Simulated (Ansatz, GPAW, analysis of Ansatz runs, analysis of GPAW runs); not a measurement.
## Charge-transition level of substitutional B in diamond (PBE) (GPAW)

Aim: the charge-transition level of substitutional B in diamond, to be set beside the measurement. Set-up: PBE, LCAO dzp, h 0.18, 128-site cell, PBE lattice, k: the zone centre alone, start relaxed with Ansatz. The model is a cell of 128 host atoms with 1 C taken out and 1 B put in. The level is the Fermi energy at which two charge states have equal formation energy, after a correction for the images of the charge. A larger cell tests how far the defect's images disturb the number.

What was measured. (0/-1) level above the valence-band top: 0.368 eV, by acceptor ionization energy (cited; method not stated) (quoted in “Phosphorescence and donor-acceptor pair recombination in laboratory-grown diamonds”, 2023, Jiahui Zhao et al., quoting earlier work (1993)). The calculation is set beside it at the end.

Method: GPAW LCAO dzp PAW DFT, PBE; relaxation of all atoms of a defect supercell, in GPAW 26.7.0.

## (1) Starting point

The cell holds 128 atoms: 127 C and 1 B. Cell: a = 10.103 Å, b = 10.103 Å, c = 10.103 Å, α = 60.0°, β = 60.0°, γ = 60.0°. It derives from C (space group Fd-3m). Nearest the centre at fractional (0.438, 0.438, 0.438): B44 at 0.01 Å, C45 at 1.58 Å, C51 at 1.58 Å, C75 at 1.58 Å, C43 at 1.61 Å, C12 at 2.53 Å, C46 at 2.53 Å, C36 at 2.53 Å.

The host's primitive cell comes from a first run (GPAW LCAO dzp PAW DFT, PBE; relaxation of cell and atoms of a defect-free cell): vectors of 2.526, 2.526 and 2.526 Å. That is 5.70 Å³ an atom, 0.4 % over the diffraction cell's volume. The supercell is built on it.

This program's steps are dear, so the start below was first relaxed with Ansatz (plane-wave PAW DFT, PBE; 98 s).

## (2) Relaxation, charge 0

Every later number rests on the structure around the defect, so the atoms are relaxed at the host's lattice first.

run.py reads:

```python
import numpy as np
from ase.io import read, write
from ase.parallel import parprint, world
from gpaw import GPAW
from ase.optimize import BFGS

atoms = read('POSCAR')
magmoms = np.zeros(len(atoms))
magmoms[[43, 42, 50, 44]] = 1 / 4
atoms.set_initial_magnetic_moments(magmoms)
calc = GPAW(mode='lcao',
            h=0.18,
            basis='dzp',
            xc='PBE',
            kpts={'size': (1, 1, 1), 'gamma': True},
            occupations={'name': 'fermi-dirac', 'width': 0.01, 'fixmagmom': True},
            nbands=264,
            convergence={'density': 1e-05, 'forces': 0.001},
            maxiter=150,
            symmetry='off',
            txt='gpaw.txt')
atoms.calc = calc
opt = BFGS(atoms, trajectory='relax.traj', logfile='-')
done = opt.run(fmax=0.02, steps=80)
parprint('Converged:', done)
energy = atoms.get_potential_energy()
forces = atoms.get_forces()
parprint(f'Energy: {energy:.6f} eV, largest force {np.linalg.norm(forces, axis=1).max():.4f} eV/A')
calc.write('gs.gpw')
write('final.xyz', atoms)
parprint('Moments:', atoms.get_magnetic_moments().round(3))
for s in range(calc.get_number_of_spins()):
    parprint('Levels (eV), spin', s, calc.get_eigenvalues(kpt=0, spin=s)[-16:].round(3))
field = calc.get_electrostatic_potential()
if world.rank == 0:
    np.save('potential.npy', field)
field = calc.get_pseudo_density()
if world.rank == 0:
    np.save('density.npy', field)
field = calc.get_pseudo_density(spin=0) - calc.get_pseudo_density(spin=1)
if world.rank == 0:
    np.save('spin.npy', field)
```

POSCAR reads:

```
C  B  C 
 1.0000000000000000
    -0.0000000000000003    7.1439157092080032    7.1439157092080032
     7.1439157092080041   -0.0000000000000023    7.1439157092080032
     7.1439157092080050    7.1439157092080041   -0.0000000000000000
 C   B   C  
  43   1  84
Direct
  0.1247426291517416  0.1246072870217206  0.1243270417996368
  0.1875216139476049  0.1873855436769328  0.1871187266668857
[... 3 atom lines left out ...]
  0.1876182341800874  0.1874803129757146  0.6870504299547463
[... 4 atom lines left out ...]
  0.1240816035261409  0.3746589032109544  0.3743852303524114
  0.1878318878129121  0.4370267219477301  0.4367495073420596
  0.1250051113281517  0.3746074542710305  0.6243831220658203
  0.1874981790906833  0.4367855487674041  0.6885888202816900
  0.1239744689360974  0.3748142382788970  0.8748498170821585
[... 2 atom lines left out ...]
  0.1876124148618493  0.6873366006832892  0.1871952179354901
  0.1249959952767668  0.6246657993083397  0.3743290281731634
  0.1874968354881752  0.6888648654992806  0.4365134844891961
  0.1251074293721894  0.6245666119141209  0.6242856143341129
  0.1875816631622661  0.6873240366480170  0.6870412452916284
[... 4 atom lines left out ...]
  0.1239658861501802  0.8751386959222478  0.3745380739235205
[... 8 atom lines left out ...]
  0.4371723005715848  0.1876930061764868  0.4367480793668900
  0.3747551440093884  0.1248664447770793  0.6243791926192237
  0.4369343706927720  0.1873580433038913  0.6885817988145840
  0.3749603514691333  0.1238377648826156  0.8748433739009126
[... 2 atom lines left out ...]
  0.4371658462672566  0.4370223564916031  0.1874145147822135
  0.3728305600031964  0.3726845161852736  0.3723782058617752
  0.4381616502099728  0.4380159161665366  0.4377616666746478
  0.3728900176116098  0.3727341619927365  0.6290518347440565
  0.4371011952608462  0.4369500073044312  0.6882871137419785
  0.3748686061216166  0.3747204709073632  0.8747063925592378
[... 1 atom line left out ...]
  0.3747504241614765  0.6246697249480415  0.1245681487221222
  0.4369309559684824  0.6888581489414277  0.1870867519609136
  0.3728786671186054  0.6293447798955485  0.3724416794598018
  0.4371052753163062  0.6885446541709412  0.4366867890515594
  0.3748048883010073  0.6244859783007367  0.6242071867113393
[... 3 atom lines left out ...]
  0.3749549359279691  0.8751366763852535  0.1235524646170718
[... 1 atom line left out ...]
  0.3748607675137298  0.8749889548248262  0.3744438317518553
[... 6 atom lines left out ...]
  0.6874792823614163  0.1874732359510849  0.1871970795220770
  0.6248126702779595  0.1248592974517433  0.3743250244170315
  0.6890051133040753  0.1873632479820189  0.4365078524257882
  0.6247137773638395  0.1249713156671217  0.6242767937224158
  0.6874649277718292  0.1874461646917452  0.6870333999190494
[... 2 atom lines left out ...]
  0.6248173894566585  0.3746026270460148  0.1245729273919253
  0.6889994031313019  0.4367809888428903  0.1870914248775500
  0.6295001487661107  0.3727231589026060  0.3724419214803306
  0.6886925061695186  0.4369538811746576  0.4366848746009442
  0.6246381010481270  0.3746552838874239  0.6242039945290853
[... 3 atom lines left out ...]
  0.6247160186457216  0.6245645006457882  0.1246826973532382
  0.6874661937950708  0.6873192087756933  0.1871637055699527
  0.6246354311994363  0.6244823348361717  0.3743805425744048
[... 15 atom lines left out ...]
  0.8752697720811955  0.1238376224461754  0.3745336846385274
[... 5 atom lines left out ...]
  0.8752730319866353  0.3748069927418015  0.1235586354943747
[... 1 atom line left out ...]
  0.8751284318577413  0.3747152999597934  0.3744436869444616
[... 20 atom lines left out ...]
  0.9375022537800746  0.9373713150968616  0.9370794707057591
```

The run is started by

```sh
$ OMP_NUM_THREADS=1 mpirun -n 4 gpaw python run.py > stdout
```

The log of the run:

```text
__  _  _
 | _ |_)|_||  |
 |__||  | ||/\| - 26.7.0

Input parameters:
  mode=LCAO(),
  basis={'default': 'dzp'},
  convergence={'density': 1e-05, 'forces': 0.001},
  h=0.18,
  kpts=MonkhorstPack(size=(1, 1, 1), gamma=True),
  maxiter=150,
  nbands=264,
  occupations=Occupations(name='fermi-dirac', width=0.01, fixmagmom=True),
  symmetry=Symmetry(point_group=False, time_reversal=False),
  xc=XC(name='PBE')

                                           C
                                     C  C
                                C     C
                          C      C C      C
                            CC    C C
                      C C    CCC     C C
                       C C    CCCC       C
                  CC    C C C    C C
                    C C    C C        C
               C   C CC C   C C C   C
             C  C C   C CC C C C C     C
           C     C C C C CC C   C C  C
              C   C C  C  C CC C   C
            C        B C    C C
               C C    C C C    CC
         C       CCCC    C C
           C C     CCC    C C
              C C    CC
        C      C C      C
           C      C
          C  C
       C

Atoms  # Å, Bohr magnetons
|     | symbol |         x |         y |         z |    initial magnetic moments |
|-----|--------|-----------|-----------|-----------|-----------------------------|
|   0 |      C |  1.778366 |  1.779333 |  1.781335 | ( 0.0000,  0.0000,  0.0000) |
|   1 |      C |  2.675427 |  2.676399 |  2.678305 | ( 0.0000,  0.0000,  0.0000) |
|   2 |      C |  3.565070 |  3.566028 |  1.781107 | ( 0.0000,  0.0000,  0.0000) |
|   3 |      C |  4.461501 |  4.462467 |  2.678261 | ( 0.0000,  0.0000,  0.0000) |
|   4 |      C |  5.351688 |  5.352658 |  1.782404 | ( 0.0000,  0.0000,  0.0000) |
|   5 |      C |  6.247574 |  6.248559 |  2.679672 | ( 0.0000,  0.0000,  0.0000) |
|   6 |      C |  7.137406 |  7.138382 |  1.782306 | ( 0.0000,  0.0000,  0.0000) |
|   7 |      C |  8.033869 |  8.034828 |  2.677386 | ( 0.0000,  0.0000,  0.0000) |
|   8 |      C |  3.565032 |  1.779107 |  3.567989 | ( 0.0000,  0.0000,  0.0000) |
|   9 |      C |  4.461450 |  2.676289 |  4.464391 | ( 0.0000,  0.0000,  0.0000) |
|  10 |      C |  5.351108 |  3.561005 |  3.562960 | ( 0.0000,  0.0000,  0.0000) |
|  11 |      C |  6.242184 |  4.461957 |  4.463937 | ( 0.0000,  0.0000,  0.0000) |
|  12 |      C |  7.136704 |  5.353566 |  3.569190 | ( 0.0000,  0.0000,  0.0000) |
|  13 |      C |  8.039580 |  6.258692 |  4.459830 | ( 0.0000,  0.0000,  0.0000) |
|  14 |      C |  8.927495 |  7.135517 |  3.563304 | ( 0.0000,  0.0000,  0.0000) |
|  15 |      C |  9.820205 |  8.034717 |  4.463836 | ( 0.0000,  0.0000,  0.0000) |
[...]
|  43 |      B |  6.256481 |  6.257522 |  6.259339 | ( 0.0000,  0.0000,  0.2500) |
[...]
Unit cell  # Å
| periodic |         x |         y |         z |   lengths |    angles |
|----------|-----------|-----------|-----------|-----------|-----------|
|      yes | -0.000000 |  7.143916 |  7.143916 | 10.103022 | 60.000000 |
|      yes |  7.143916 | -0.000000 |  7.143916 | 10.103022 | 60.000000 |
|      yes |  7.143916 |  7.143916 | -0.000000 | 10.103022 | 60.000000 |

Number of symmetries: 1
Symmetry operations  # r_c * U_cc + t_c -> r_c
|   | kind |            matrix            |
|---|------|------------------------------|
| 0 |  E   |  1, 0, 0,  0, 1, 0,  0, 0, 1 |

BZ-sampling:
  Number of BZ points: 1
  Number of IBZ points: 1

  Monkhorst-Pack size: [1, 1, 1]
  Monkhorst-Pack shift: [0, 0, 0]

K-points  # in reciprocal-cell coordinates
|   |                                coordinates |     weight |
|---|--------------------------------------------|------------|
| 0 | (  0.00000000,   0.00000000,   0.00000000) | 1.00000000 |

basis functions: 1664
Spin-components: 2 (collinear spins)
Bands:           264
Projectors:      640
Spin-degeneracy: 1
Datatype:        <class 'float'>

Density:
  Valence electrons: 511.0
  Components: 2
  Grid points: [44 44 44]
  Charge: 0.0  # |e|

Potential:
  Grid points: [44 44 44]

species:
  C:
    name:    Carbon
    Z:       6.0
    valence: 4
    core:    2
    charge:  0.0  # [|e|]
    compensation charges:
      type: gauss
      rc: 0.20  # [Å]
      lmax: 2
    cutoffs:
      filter: 1.14  # [Å]
      core: 1.14  # [Å]
    projectors
    | kind |    occ | energy [eV] | rcut [Å] |
    |------|--------|-------------|----------|
    |   2s |  2.000 |     -13.751 |    0.635 |
    |   2p |  2.000 |      -5.284 |    0.635 |
    |    s |        |      13.461 |    0.635 |
    |    p |        |      21.927 |    0.635 |
    |    d |        |       0.000 |    0.635 |

    LCAO basis set for C:
      Name: dzp
      File: <dir>
      Number of radial functions: 5
      Number of spherical harmonics: 13
        l=0, rc=5.5469 Bohr: 2s-sz confined orbital
        l=1, rc=6.6719 Bohr: 2p-sz confined orbital
        l=0, rc=3.0312 Bohr: 2s-dz split-valence wave
        l=1, rc=3.7500 Bohr: 2p-dz split-valence wave
        l=2, rc=6.6719 Bohr: d-type Gaussian polarization
      Number of RI-basis functions 0

  B:
    name:    Boron
    Z:       5.0
    valence: 3
    core:    2
    charge:  0.0  # [|e|]
    compensation charges:
      type: gauss
      rc: 0.20  # [Å]
      lmax: 2
    cutoffs:
      filter: 1.14  # [Å]
      core: 1.38  # [Å]
    projectors
    | kind |    occ | energy [eV] | rcut [Å] |
    |------|--------|-------------|----------|
    |   2s |  2.000 |      -9.443 |    0.635 |
    |   2p |  1.000 |      -3.606 |    0.635 |
    |    s |        |      17.768 |    0.635 |
    |    p |        |      23.605 |    0.635 |
    |    d |        |       0.000 |    0.635 |

    LCAO basis set for B:
      Name: dzp
      File: <dir>
      Number of radial functions: 5
      Number of spherical harmonics: 13
        l=0, rc=6.6719 Bohr: 2s-sz confined orbital
        l=1, rc=8.2188 Bohr: 2p-sz confined orbital
        l=0, rc=3.7500 Bohr: 2s-dz split-valence wave
        l=1, rc=4.6094 Bohr: 2p-dz split-valence wave
        l=2, rc=8.2188 Bohr: d-type Gaussian polarization
      Number of RI-basis functions 0

Reference energy: -131178.260233  # eV

eigensolver:
  <gpaw.new.lcao.eigensolver.LCAOEigensolver object at 0x446faa4554c0>
density mixing:
  MSR1-Mixer
  Pratt-step length: 0.05
  Maximum mixing coefficient: 0.75
  Old densities: 10
  SVD Regularization: 0.005
  Good broyden scale: 1.0
  Trust region scale: 1.0
  Backstep threshold: 4.0
  History deletion threshold: 6.0
  Fourier metric: weight=20.0, sigma=0.015

occupation numbers:
[...]
|      yes | -0.000000 |  7.143916 |  7.143916 | 10.103022 | 60.000000 |
|      yes |  7.143916 | -0.000000 |  7.143916 | 10.103022 | 60.000000 |
|      yes |  7.143916 |  7.143916 | -0.000000 | 10.103022 | 60.000000 |

Initialization done in: 8.906 s

convergence criteria:
- Maximum integral of absolute [dens]ity change: 1e-05 electrons / valence electron
- Maximum change in the atomic [forces] across last 2 cycles: 0.001 eV/Ang OR
Maximum error relative to the maximum force is below inf
- Maximum [total energy] change in last 3 cyles: 0.0005 eV / valence electron
- Maximum integral of absolute [eigenst]ate change: 4e-08 eV^2 / valence electron
maximum number of iterations: 150

SCF iterations
|iter     | |      energy | eigst |  dens |force |  magmom |
|---------|-|-------------|-------|-------|------|---------|
|iter:   1| |-1120.340340c|      c|       |      |  +1.0001|
|iter:   2| |-1120.340333c|      c| -4.11 |      |  +1.0001|
|iter:   3| |-1120.340319c|      c| -4.16 |      |  +1.0001|
|iter:   4| |-1120.340317c|      c| -4.42 |      |  +1.0001|
|iter:   5| |-1120.340317c|      c| -4.72 |      |  +1.0000|
|iter:   6| |-1120.340317c|      c| -5.33c|-1.38 |  +1.0000|
|iter:   7| |-1120.340317c|      c| -5.66c|-3.14c|  +1.0000|

Converged in 7 steps
SCF loop duration: 179.432 s (25.633 s/step)
Energy contributions relative to reference atoms: (reference = -131178.260233)

Energy contributions:
  Kinetic:         944.122594
  Coulomb:        -886.557364
  Zero:             28.339636
  External:          0.000000
  Xc:            -1206.245176
  Entropy:          -0.000014
  Spinorbit:         0.000000
  ----------------------------
  Free energy:   -1120.340323
  Extrapolated:  -1120.340317

dipole moment: (133.886985, 134.431314, 136.109865)  # |e|*Ang

Total magnetic moment: (0.000000, 0.000000, 1.000031)

Local magnetic moments
|        x |        y |        z |
|----------|----------|----------|
[...]
Fermi levels: 13.453, 12.149
Eigenvalues  # (at kpt = [0.000, 0.000, 0.000])
| band index |      eig [eV] | occ [0-1] |      eig [eV] | occ [0-1] |
|------------|---------------|-----------|---------------|-----------|
[...]
|        ... |               |           |               |           |
[...]
Gap: 4.186 eV
Transition (v -> c):
  (s=1, k=0, n=255, [0.00, 0.00, 0.00]) -> (s=0, k=0, n=256, [0.00, 0.00, 0.00])
No difference between direct/indirect transitions

Forces  # eV/Ang
|        x |        y |        z |
|----------|----------|----------|
[...]
C
                                     C  C
                                C     C
                          C      C C      C
                            CC    C C
                      C C    CCC     C C
                       C C    CCCC       C
                  CC    C C C    C C
                    C C    C C        C
               C   C CC C   C C C   C
             C  C C   C CC C C C C     C
           C     C C C C CC C   C C  C
              C   C C  C  C CC C   C
            C        B C    C C
               C C    C C C    CC
         C       CCCC    C C
           C C     CCC    C C
              C C    CC
        C      C C      C
           C      C
          C  C
       C

Atoms  # Å, Bohr magnetons
|     | symbol |         x |         y |         z |    initial magnetic moments |
|-----|--------|-----------|-----------|-----------|-----------------------------|
[...]
|  43 |      B |  6.247736 |  6.249745 |  6.254697 | ( 0.0000,  0.0000,  0.0128) |
[...]
| 120 |      C |  7.129453 |  7.130910 | 12.494113 | ( 0.0000,  0.0000,  0.0027) |
| 121 |      C |  8.024347 |  8.025780 | 13.389376 | ( 0.0000,  0.0000,  0.0020) |
| 122 |      C |  8.915538 |  8.916974 | 12.494661 | ( 0.0000,  0.0000,  0.0029) |
| 123 |      C |  9.810699 |  9.812221 | 13.391674 | ( 0.0000,  0.0000,  0.0025) |
| 124 |      C | 10.701269 | 10.702716 | 12.494066 | ( 0.0000,  0.0000,  0.0020) |
| 125 |      C | 11.596232 | 11.597670 | 13.389033 | ( 0.0000,  0.0000,  0.0025) |
| 126 |      C | 12.487197 | 12.488651 | 12.493652 | ( 0.0000,  0.0000,  0.0022) |
| 127 |      C | 13.382011 | 13.383494 | 13.388622 | ( 0.0000,  0.0000,  0.0021) |

Unit cell  # Å
| periodic |         x |         y |         z |   lengths |    angles |
|----------|-----------|-----------|-----------|-----------|-----------|
|      yes | -0.000000 |  7.143916 |  7.143916 | 10.103022 | 60.000000 |
|      yes |  7.143916 | -0.000000 |  7.143916 | 10.103022 | 60.000000 |
|      yes |  7.143916 |  7.143916 | -0.000000 | 10.103022 | 60.000000 |

Initialization done in: 8.109 s

convergence criteria:
- Maximum integral of absolute [dens]ity change: 1e-05 electrons / valence electron
- Maximum change in the atomic [forces] across last 2 cycles: 0.001 eV/Ang OR
Maximum error relative to the maximum force is below inf
- Maximum [total energy] change in last 3 cyles: 0.0005 eV / valence electron
- Maximum integral of absolute [eigenst]ate change: 4e-08 eV^2 / valence electron
maximum number of iterations: 150

SCF iterations
|iter     | |      energy | eigst |  dens |force |  magmom |
|---------|-|-------------|-------|-------|------|---------|
|iter:   1| |-1120.340541c|      c|       |      |  +1.0001|
|iter:   2| |-1120.340538c|      c| -4.27 |      |  +1.0001|
|iter:   3| |-1120.340531c|      c| -4.32 |      |  +1.0001|
|iter:   4| |-1120.340531c|      c| -4.69 |      |  +1.0000|
|iter:   5| |-1120.340531c|      c| -5.14c|-1.55 |  +1.0000|
|iter:   6| |-1120.340531c|      c| -5.54c|-3.36c|  +1.0000|

Converged in 6 steps
SCF loop duration: 159.432 s (26.572 s/step)
Energy contributions relative to reference atoms: (reference = -131178.260233)

Energy contributions:
  Kinetic:         944.114708
  Coulomb:        -886.552803
  Zero:             28.339509
  External:          0.000000
  Xc:            -1206.241936
  Entropy:          -0.000015
  Spinorbit:         0.000000
  ----------------------------
  Free energy:   -1120.340538
  Extrapolated:  -1120.340531

dipole moment: (133.851091, 134.364165, 136.060198)  # |e|*Ang

Total magnetic moment: (0.000000, 0.000000, 1.000032)

Local magnetic moments
|        x |        y |        z |
|----------|----------|----------|
[...]
Fermi levels: 13.453, 12.148
Eigenvalues  # (at kpt = [0.000, 0.000, 0.000])
| band index |      eig [eV] | occ [0-1] |      eig [eV] | occ [0-1] |
|------------|---------------|-----------|---------------|-----------|
[...]
|        ... |               |           |               |           |
[...]
|        256 |        16.431 |     0.000 |        16.441 |     0.000 |
|        257 |        16.432 |     0.000 |        16.441 |     0.000 |
|        258 |        16.465 |     0.000 |        16.476 |     0.000 |
|        259 |        16.476 |     0.000 |        16.485 |     0.000 |
|        260 |        16.476 |     0.000 |        16.485 |     0.000 |
|        261 |        16.508 |     0.000 |        16.519 |     0.000 |
|        262 |        16.820 |     0.000 |        16.829 |     0.000 |
|        263 |        16.820 |     0.000 |        16.829 |     0.000 |

Gap: 4.187 eV
Transition (v -> c):
  (s=1, k=0, n=255, [0.00, 0.00, 0.00]) -> (s=0, k=0, n=256, [0.00, 0.00, 0.00])
No difference between direct/indirect transitions

Forces  # eV/Ang
|        x |        y |        z |
|----------|----------|----------|
[...]
|  0.00476 |  0.00306 | -0.00186 |  # C  120
|  0.00538 |  0.00454 |  0.00028 |  # C  121
|  0.00353 |  0.00276 | -0.00557 |  # C  122
|  0.00455 |  0.00409 | -0.00744 |  # C  123
|  0.00498 |  0.00510 | -0.00055 |  # C  124
|  0.00442 |  0.00360 |  0.00047 |  # C  125
|  0.00551 |  0.00321 |  0.00066 |  # C  126
|  0.00389 |  0.00167 | -0.00031 |  # C  127

# Writing to gs.gpw (mode='')
```

Wall time 34 min (4 MPI ranks of Arm Neoverse V1, shared host); peak memory 3.3 GiB.

(Continued in part 2 of 2.)

[Logs are printed without paths, hosts, clocks, repeated set-up lines and the standing remarks that a program may print on its own settings, such as how far it seeks lower states.]

[Hosts, paths, dates, database ids (printed as entryN), source tags and the programs' standing remarks are cut or masked in the printed files.]

[For some hosts the program warned that the k-mesh of the response run may be too coarse for force constants and the static dielectric constant; such warnings are not shown here.]
